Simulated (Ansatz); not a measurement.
# Ge wire along [110], 11 atoms a period, H-terminated: bands under strain

What gap, if any, does the Ge wire along [110], 11 atoms a period, H-terminated have, and how does it change under strain?

Method: DFT PBE, plane waves, PAW; relaxation of a wire's period, in the first sound run; inputs show where later runs differ, in Ansatz 0.2.0.

This is a report of a sequence of runs, with most program output left out.

**1. Set-up**

The cell holds 21 atoms: 10 H and 11 Ge. Cell: a = 17.241 Å, b = 15.457 Å, c = 4.073 Å, α = 90.0°, β = 90.0°, γ = 90.0°. Vacuum lies along a and b. The structure's axis is c.

**2. Relaxation of atoms and period**

Band widths follow the bond lengths, so the wire is relaxed first. The atoms and the third cell vector are free; the box across stays fixed as vacuum. A Fermi-Dirac smearing is set since the result may be a metal. The pressure printed is a third of the stress's trace over the whole box, vacuum included; only the stress along the axis is relaxed.

Input file input.yaml:

```yaml
crystal:
  lattice:
    - [17.241, 0.0, 0.0]
    - [0.0, 15.457, 0.0]
    - [0.0, 0.0, 4.0729350596]
  atoms:
    - { symbol: H, position: [0.364248013, 0.78002665, 0.0] }
    - { symbol: H, position: [0.364248013, 0.351715568, 0.0] }
    - { symbol: Ge, position: [0.416487815, 0.434120605, 0.0] }
    - { symbol: Ge, position: [0.667053328, 0.302370102, 0.0] }
    - { symbol: H, position: [0.719293129, 0.219965064, 0.0] }
    - { symbol: Ge, position: [0.750575165, 0.434120605, 0.0] }
    - { symbol: H, position: [0.802814967, 0.434120605, 0.312731396] }
    - { symbol: H, position: [0.197204338, 0.648276146, 0.5] }
    - { symbol: H, position: [0.197204338, 0.483466071, 0.5] }
    - { symbol: Ge, position: [0.24944414, 0.565871109, 0.5] }
    - { symbol: Ge, position: [0.500009653, 0.697621612, 0.5] }
    - { symbol: Ge, position: [0.500009653, 0.434120605, 0.5] }
    - { symbol: H, position: [0.531291688, 0.219965064, 0.5] }
    - { symbol: H, position: [0.552249454, 0.78002665, 0.5] }
    - { symbol: Ge, position: [0.58353149, 0.302370102, 0.5] }
    - { symbol: Ge, position: [0.58353149, 0.565871109, 0.5] }
    - { symbol: H, position: [0.802814967, 0.434120605, 0.687268604] }
    - { symbol: Ge, position: [0.332965978, 0.565871109, 0.0] }
    - { symbol: Ge, position: [0.416487815, 0.697621612, 0.0] }
    - { symbol: Ge, position: [0.667053328, 0.565871109, 0.0] }
    - { symbol: H, position: [0.719293129, 0.648276146, 0.0] }
kpoints:
  mp_grid: { grid: [1, 1, 20] }
scf:
  occupations: { method: fermi_dirac, width: 0.05 }
hamiltonian:
  xc: pbe
relax:
  cell: { fix: [a, b, alpha, beta, gamma] }
  max_steps: 45
  f_tol: 0.03
```

Started as:

```console
$ ansatz run input.yaml --threads 4 --pin off --max-ram 16384MiB --backend cpu --events-out ev --progress --plain --runs-dir out
```

The job ended after 77 s (4 threads of Intel Xeon Platinum 8559C (Emerald Rapids), shared host; peak memory 2.7 GiB).

The steps of the relaxation:

```csv
step,energy less that of the first step (eV),largest force component (eV/Å),pressure (GPa),volume (Å³)
1,0.0000,0.3493,-0.41,1085.41
2,-0.0349,0.3314,0.05,1105.82
3,-0.0963,0.0467,-0.05,1095.07
4,-0.0975,0.0070,-0.01,1093.24
5*,-0.0987,0.0069,-0.01,1093.24
```

Relaxation steps marked * repeat the geometry before them on a plane-wave basis chosen anew for their cell, so energy and pressure can jump there.

The run keeps the 2 symmetry operations that it works with, so distortions that break them were not tested.

```csv
cell as run,before,after,change
c (Å),4.073,4.102,+0.7 %
```

The atoms that moved most (Å, along periodic axes as changes of fractional coordinates times the final cell, across vacuum about the mean position):

```csv
atom,dx,dy,dz,length
Ge10,0.078,-0.005,0.000,0.078
H21,-0.059,-0.036,0.000,0.070
H17,-0.031,0.006,0.062,0.069
H7,-0.031,0.006,-0.062,0.069
H2,0.047,0.048,0.000,0.067
H8,0.057,-0.032,0.000,0.066
H5,-0.048,0.044,0.000,0.065
H1,0.032,-0.057,0.000,0.065
```

Numbers from this step:

```
cell length along the wire : 4.102 Å
```

The cell's length comes to 4.102 Å with spin left out.

**3. Bands of the perfect wire**

This step: DFT PBE, plane waves, PAW; bands of a perfect wire (Ansatz 0.2.0).

At the relaxed period the bands are computed along the axis; those that cross an energy going forward count the channels that a perfect wire would open there.

Input file input.yaml:

```yaml
crystal:
  lattice:
    - [17.241, 0.0, 0.0]
    - [0.0, 15.457, 0.0]
    - [0.0, 0.0, 4.1023173435]
  atoms:
    - { symbol: H, position: [0.36611065, 0.776352122, 0.0] }
    - { symbol: H, position: [0.366967712, 0.354831875, 0.0] }
    - { symbol: Ge, position: [0.418949693, 0.437218388, 0.0] }
    - { symbol: Ge, position: [0.664517313, 0.305094275, 0.0] }
    - { symbol: H, position: [0.716508945, 0.222843567, 0.0] }
    - { symbol: Ge, position: [0.746826981, 0.434279599, 0.0] }
    - { symbol: H, position: [0.801036303, 0.434491587, 0.297677163] }
    - { symbol: H, position: [0.200529608, 0.646184604, 0.5] }
    - { symbol: H, position: [0.200652944, 0.484836061, 0.5] }
    - { symbol: Ge, position: [0.253955619, 0.565536631, 0.5] }
    - { symbol: Ge, position: [0.498477717, 0.694305314, 0.5] }
    - { symbol: Ge, position: [0.50017319, 0.43484339, 0.5] }
    - { symbol: H, position: [0.53191322, 0.223791329, 0.5] }
    - { symbol: H, position: [0.550829115, 0.776321055, 0.5] }
    - { symbol: Ge, position: [0.584364273, 0.30563547, 0.5] }
    - { symbol: Ge, position: [0.582828933, 0.56547201, 0.5] }
    - { symbol: H, position: [0.801036303, 0.434491587, 0.702322837] }
    - { symbol: Ge, position: [0.334016435, 0.565646512, 0.0] }
    - { symbol: Ge, position: [0.418270645, 0.694176418, 0.0] }
    - { symbol: Ge, position: [0.663987907, 0.563520103, 0.0] }
    - { symbol: H, position: [0.715858387, 0.645916351, 0.0] }
kpoints:
  mp_grid: { grid: [1, 1, 20] }
  band_path: { path: ["Γ", Z], npoints: 90 }
scf:
  occupations: { method: fermi_dirac, width: 0.05 }
hamiltonian:
  xc: pbe
output:
  dos: { e_range: [-5, 4] }
  write_potential: true
  write_density: true
  volumetric_format: npy
```

Elapsed: 1.7 min, on 4 threads; peak memory 6.1 GiB.

Numbers from this step:

```yaml
band_gap: 1.684 eV
```

The electronic bands at the labelled points (eV, zero at the Fermi level; v1 is the highest filled band, c1 the lowest empty one):

```csv
point,v4,v3,v2,v1,c1,c2,c3,c4
Γ,-1.67,-1.60,-1.33,-0.84,0.85,0.96,1.04,1.06
halfway,-2.23,-2.14,-2.04,-1.70,1.98,2.05,2.20,2.32
Z,-2.53,-2.44,-2.35,-2.32,1.71,1.83,1.84,2.14
```

The gap is 1.68 eV, with spin left out.

On this path the gap is direct, 1.68 eV, with the valence top at Γ and the conduction bottom at Γ.

**4. Strain along the wire, period over the relaxed period 0.96, k-mesh 1×1×16**

This step: DFT PBE, plane waves, PAW; relaxation at a fixed period (Ansatz 0.2.0).

The period is set to 0.96 times the relaxed one and the atoms relax within it: strain changes bond lengths and angles, which shifts the bands against each other. Against the first PBE run of this kind, the mesh along the wire has 16 points against 20.

The cell differs from the one that the last finished run ended in (c 4.102 → 3.938 Å).

Changes to input.yaml since step 3:

```diff
@@ -4,3 +4,3 @@
     - [0.0, 15.457, 0.0]
-    - [0.0, 0.0, 4.1023173435]
+    - [0.0, 0.0, 3.9382246497]
   atoms:
@@ -28,3 +28,3 @@
 kpoints:
-  mp_grid: { grid: [1, 1, 20] }
+  mp_grid: { grid: [1, 1, 16] }
   band_path: { path: ["Γ", Z], npoints: 90 }
@@ -34,6 +34,6 @@
   xc: pbe
+relax:
+  max_steps: 40
+  f_tol: 0.02
 output:
-  dos: { e_range: [-5, 4] }
-  write_potential: true
-  write_density: true
-  volumetric_format: npy
+  stress: true
```

It took 1.9 min on 4 threads; peak memory 6 GiB.

The steps of the relaxation:

```csv
step,energy less that of the first step (eV),largest force component (eV/Å)
1,0.0000,0.6554
2,-0.0634,0.2228
3,-0.0658,0.0290
4,-0.0661,0.0053
```

Forces are held to the 2 operations that the run works with; a distortion that breaks them can't arise in this run.

The atoms that moved most (Å):

```csv
atom,dx,dy,dz,length
Ge10,-0.070,0.008,0.000,0.070
H8,-0.064,0.010,0.000,0.065
H9,-0.062,0.004,0.000,0.062
H7,0.052,-0.011,0.029,0.060
H17,0.052,-0.011,-0.029,0.060
Ge20,0.051,-0.002,0.000,0.051
H21,0.049,-0.003,0.000,0.049
Ge4,0.043,-0.009,0.000,0.044
```

Final coordinates:

```xyz
21
Lattice="17.2410 0.0000 0.0000 0.0000 15.4570 0.0000 0.0000 0.0000 3.9382" Properties=species:S:1:pos:R:3
H     6.2857   12.0110    0.0000
H     6.2926    5.4862    0.0000
Ge    7.1860    6.7598    0.0000
Ge   11.4996    4.7069    0.0000
H    12.3876    3.4314    0.0000
Ge   12.9107    6.7038    0.0000
H    13.8624    6.7047    1.2011
H     3.3937    9.9986    1.9691
H     3.3980    7.4977    1.9691
Ge    4.3084    8.7493    1.9691
Ge    8.6118   10.7383    1.9691
Ge    8.6349    6.7226    1.9691
H     9.1634    3.4553    1.9691
H     9.5103   12.0071    1.9691
Ge   10.0679    4.7185    1.9691
Ge   10.0510    8.7418    1.9691
H    13.8624    6.7047    2.7371
Ge    5.7386    8.7501    0.0000
Ge    7.1790   10.7385    0.0000
Ge   11.4990    8.7080    0.0000
H    12.3911    9.9814    0.0000
```

Numbers from this step:

```
band gap : 1.759 eV
```

The electronic bands at the labelled points (eV, zero at the Fermi level; v1 is the highest filled band, c1 the lowest empty one):

```csv
point,v4,v3,v2,v1,c1,c2,c3,c4
Γ,-1.86,-1.70,-1.37,-0.88,0.88,1.04,1.11,1.16
halfway,-2.67,-2.56,-2.48,-2.13,1.57,1.66,1.80,1.95
Z,-3.03,-2.84,-2.81,-2.72,1.22,1.38,1.40,1.71
```

The gap is 1.76 eV, against 1.68 eV under PBE at the relaxed period.

**5. At a strained period, period over the relaxed period 0.98, k-mesh 1×1×15**

The period is set to 0.98 times the relaxed one and the atoms relax within it: strain changes bond lengths and angles, which shifts the bands against each other. Against the first PBE run of this kind, the mesh along the wire has 15 points against 20.

The cell differs from the one that the last finished run ended in (c 3.938 → 4.020 Å).

Changes to input.yaml since step 4:

```diff
@@ -4,3 +4,3 @@
     - [0.0, 15.457, 0.0]
-    - [0.0, 0.0, 3.9382246497]
+    - [0.0, 0.0, 4.0202709966]
   atoms:
@@ -28,3 +28,3 @@
 kpoints:
-  mp_grid: { grid: [1, 1, 16] }
+  mp_grid: { grid: [1, 1, 15] }
   band_path: { path: ["Γ", Z], npoints: 90 }
```

The job ended after 1.8 min (4 threads; peak memory 6 GiB; 7.1 min of CPU time).

Relaxation path:

```csv
step,energy less that of the first step (eV),largest force component (eV/Å)
1,0.0000,0.3126
2,-0.0143,0.1056
3,-0.0151,0.0154
4,-0.0151,0.0154
```

Forces are held to the 2 operations that the run works with; a distortion that breaks them can't arise in this run.

The atoms that moved most (Å):

```csv
atom,dx,dy,dz,length
Ge10,-0.033,0.004,0.000,0.033
H8,-0.031,0.005,0.000,0.031
H7,0.023,-0.007,0.016,0.029
H17,0.023,-0.007,-0.016,0.029
H9,-0.028,0.002,0.000,0.028
Ge20,0.023,-0.003,0.000,0.023
H21,0.023,-0.004,0.000,0.023
Ge4,0.021,-0.005,0.000,0.022
```

The relaxed structure:

```xyz
21
Lattice="17.2410 0.0000 0.0000 0.0000 15.4570 0.0000 0.0000 0.0000 4.0203" Properties=species:S:1:pos:R:3
H     6.2966   12.0067    0.0000
H     6.3118    5.4856    0.0000
Ge    7.2063    6.7594    0.0000
Ge   11.4779    4.7106    0.0000
H    12.3733    3.4394    0.0000
Ge   12.8929    6.7076    0.0000
H    13.8342    6.7094    1.2124
H     3.4267    9.9932    2.0101
H     3.4312    7.4957    2.0101
Ge    4.3455    8.7457    2.0101
Ge    8.6020   10.7376    2.0101
Ge    8.6306    6.7209    2.0101
H     9.1669    3.4553    2.0101
H     9.5031   12.0055    2.0101
Ge   10.0717    4.7191    2.0101
Ge   10.0480    8.7428    2.0101
H    13.8342    6.7094    2.8079
Ge    5.7503    8.7472    0.0000
Ge    7.1949   10.7367    0.0000
Ge   11.4711    8.7072    0.0000
H    12.3650    9.9802    0.0000
```

The gap is 1.74 eV, against 1.68 eV under PBE at the relaxed period.

**6. Strain along the wire, period over the relaxed period 1.02, k-mesh 1×1×15**

The period is set to 1.02 times the relaxed one and the atoms relax within it: strain changes bond lengths and angles, which shifts the bands against each other. Against the first PBE run of this kind, the mesh along the wire has 15 points against 20.

The cell differs from the one that the last finished run ended in (c 4.020 → 4.184 Å).

Changes to input.yaml since step 5:

```diff
@@ -4,3 +4,3 @@
     - [0.0, 15.457, 0.0]
-    - [0.0, 0.0, 4.0202709966]
+    - [0.0, 0.0, 4.1843636903]
   atoms:
```

The job ended after 1.9 min (4 threads; peak memory 6.3 GiB).

The steps of the relaxation:

```csv
step,energy less that of the first step (eV),largest force component (eV/Å)
1,0.0000,0.2643
2,-0.0117,0.0916
3,-0.0138,0.0119
4,-0.0138,0.0119
```

The run keeps the 2 symmetry operations that it works with, so distortions that break them were not tested.

The atoms that moved most (Å):

```csv
atom,dx,dy,dz,length
Ge10,0.037,-0.006,0.000,0.038
H9,0.035,-0.005,0.000,0.036
H8,0.033,-0.008,0.000,0.034
H17,-0.029,0.005,0.016,0.033
H7,-0.029,0.005,-0.016,0.033
Ge4,-0.024,0.005,0.000,0.025
Ge20,-0.024,0.004,0.000,0.024
Ge6,-0.022,0.004,0.000,0.022
```

The relaxed structure:

```xyz
21
Lattice="17.2410 0.0000 0.0000 0.0000 15.4570 0.0000 0.0000 0.0000 4.1844" Properties=species:S:1:pos:R:3
H     6.3260   11.9929    0.0000
H     6.3464    5.4830    0.0000
Ge    7.2426    6.7575    0.0000
Ge   11.4329    4.7204    0.0000
H    12.3343    3.4519    0.0000
Ge   12.8541    6.7167    0.0000
H    13.7820    6.7212    1.2300
H     3.4899    9.9800    2.0922
H     3.4948    7.4888    2.0922
Ge    4.4156    8.7358    2.0922
Ge    8.5864   10.7284    2.0922
Ge    8.6188    6.7235    2.0922
H     9.1700    3.4632    2.0922
H     9.4883   11.9975    2.0922
Ge   10.0756    4.7284    2.0922
Ge   10.0491    8.7415    2.0922
H    13.7820    6.7212    2.9544
Ge    5.7706    8.7390    0.0000
Ge    7.2284   10.7241    0.0000
Ge   11.4243    8.7142    0.0000
H    12.3220    9.9862    0.0000
```

The gap is 1.61 eV, against 1.68 eV under PBE at the relaxed period.

**7. At a strained period, period over the relaxed period 1.04, k-mesh 1×1×15**

The period is set to 1.04 times the relaxed one and the atoms relax within it: strain changes bond lengths and angles, which shifts the bands against each other. Against the first PBE run of this kind, the mesh along the wire has 15 points against 20.

The cell differs from the one that the last finished run ended in (c 4.184 → 4.266 Å).

Changes to input.yaml since step 6:

```diff
@@ -4,3 +4,3 @@
     - [0.0, 15.457, 0.0]
-    - [0.0, 0.0, 4.1843636903]
+    - [0.0, 0.0, 4.2664100372]
   atoms:
```

It took 1.8 min on 4 threads; peak memory 6.4 GiB; 7.2 min of CPU time.

Relaxation path:

```csv
step,energy less that of the first step (eV),largest force component (eV/Å)
1,0.0000,0.5042
2,-0.0386,0.1769
3,-0.0508,0.0303
4,-0.0509,0.0105
```

The run keeps the 2 symmetry operations that it works with, so distortions that break them were not tested.

The atoms that moved most (Å):

```csv
atom,dx,dy,dz,length
Ge10,0.073,-0.009,0.000,0.073
H9,0.069,-0.009,0.000,0.070
H8,0.064,-0.014,0.000,0.066
H7,-0.053,0.008,-0.034,0.064
H17,-0.053,0.008,0.034,0.064
Ge20,-0.051,0.002,0.000,0.051
H21,-0.046,0.001,0.000,0.046
Ge4,-0.044,0.005,0.000,0.044
```

Final coordinates:

```xyz
21
Lattice="17.2410 0.0000 0.0000 0.0000 15.4570 0.0000 0.0000 0.0000 4.2664" Properties=species:S:1:pos:R:3
H     6.3353   11.9927    0.0000
H     6.3690    5.4813    0.0000
Ge    7.2630    6.7581    0.0000
Ge   11.4133    4.7212    0.0000
H    12.3197    3.4554    0.0000
Ge   12.8347    6.7189    0.0000
H    13.7575    6.7238    1.2356
H     3.5215    9.9745    2.1332
H     3.5287    7.4853    2.1332
Ge    4.4511    8.7322    2.1332
Ge    8.5761   10.7301    2.1332
Ge    8.6174    6.7223    2.1332
H     9.1727    3.4621    2.1332
H     9.4766   12.0013    2.1332
Ge   10.0783    4.7282    2.1332
Ge   10.0438    8.7450    2.1332
H    13.7575    6.7238    3.0308
Ge    5.7839    8.7367    0.0000
Ge    7.2405   10.7249    0.0000
Ge   11.3971    8.7127    0.0000
H    12.2960    9.9847    0.0000
```

Electronic bands along the path, in eV, zero at the Fermi level; v1 is the highest filled band, c1 the lowest empty one:

```csv
point,v4,v3,v2,v1,c1,c2,c3,c4
Γ,-1.52,-1.25,-1.20,-0.75,0.75,0.86,0.96,0.99
halfway,-1.84,-1.78,-1.64,-1.30,2.34,2.36,2.54,2.60
Z,-2.09,-2.07,-1.94,-1.91,2.13,2.22,2.23,2.51
```

The gap is 1.50 eV, against 1.68 eV under PBE at the relaxed period.

**8. Strain along the wire, period over the relaxed period 1.06, k-mesh 1×1×14**

The period is set to 1.06 times the relaxed one and the atoms relax within it: strain changes bond lengths and angles, which shifts the bands against each other. Against the first PBE run of this kind, the mesh along the wire has 14 points against 20.

The cell differs from the one that the last finished run ended in (c 4.266 → 4.348 Å).

Changes to input.yaml since step 7:

```diff
@@ -4,3 +4,3 @@
     - [0.0, 15.457, 0.0]
-    - [0.0, 0.0, 4.2664100372]
+    - [0.0, 0.0, 4.3484563841]
   atoms:
@@ -28,3 +28,3 @@
 kpoints:
-  mp_grid: { grid: [1, 1, 15] }
+  mp_grid: { grid: [1, 1, 14] }
   band_path: { path: ["Γ", Z], npoints: 90 }
```

Wall time 1.9 min (4 threads); peak memory 6.5 GiB.

Electronic bands along the path, in eV, zero at the Fermi level; v1 is the highest filled band, c1 the lowest empty one:

```csv
point,v4,v3,v2,v1,c1,c2,c3,c4
Γ,-1.34,-1.20,-1.03,-0.70,0.70,0.81,0.91,0.97
halfway,-1.66,-1.62,-1.46,-1.12,2.46,2.49,2.66,2.70
Z,-1.92,-1.90,-1.75,-1.71,2.30,2.38,2.40,2.66
```

The gap is 1.39 eV, against 1.68 eV under PBE at the relaxed period.

**9. The series together**

Times are for 4 threads of Intel Xeon Platinum 8559C (Emerald Rapids), shared host. Results by setting:

```csv
no.,period over the relaxed period,k-mesh,pressure (GPa),band gap (eV),time,memory (GiB)
1,0.96,1×1×16,0.4773,1.759,1.9 min,6.0
2,0.98,1×1×15,0.2221,1.737,1.8 min,6.0
3,1.02,1×1×15,-0.1996,1.606,1.9 min,6.3
4,1.04,1×1×15,-0.3775,1.503,1.8 min,6.4
5,1.06,1×1×14,-0.5294,1.394,1.9 min,6.5
```

**10. What came out**

```
cell length, PBE           : 4.102 Å
gap, PBE                   : 1.68 eV
gap, period scaled by 0.96 : 1.76 eV
gap, period scaled by 0.98 : 1.74 eV
gap, period scaled by 1.02 : 1.61 eV
gap, period scaled by 1.04 : 1.50 eV
gap, period scaled by 1.06 : 1.39 eV
```

Under PBE the cell's length is 4.10 Å, and a gap of 1.68 eV makes it a semiconductor. Strain matters: under PBE the gap goes from 1.68 eV to 1.76 eV at 0.96 times the period, 1.74 eV at 0.98 times the period, 1.61 eV at 1.02 times the period, 1.50 eV at 1.04 times the period and 1.39 eV at 1.06 times the period.

[Logs are printed without paths, hosts, clocks, repeated set-up lines and the standing remarks that a program may print on its own settings, such as how far it seeks lower states.]

[Hosts, paths, dates, database ids (printed as entryN), source tags and the programs' standing remarks are cut or masked in the printed files.]
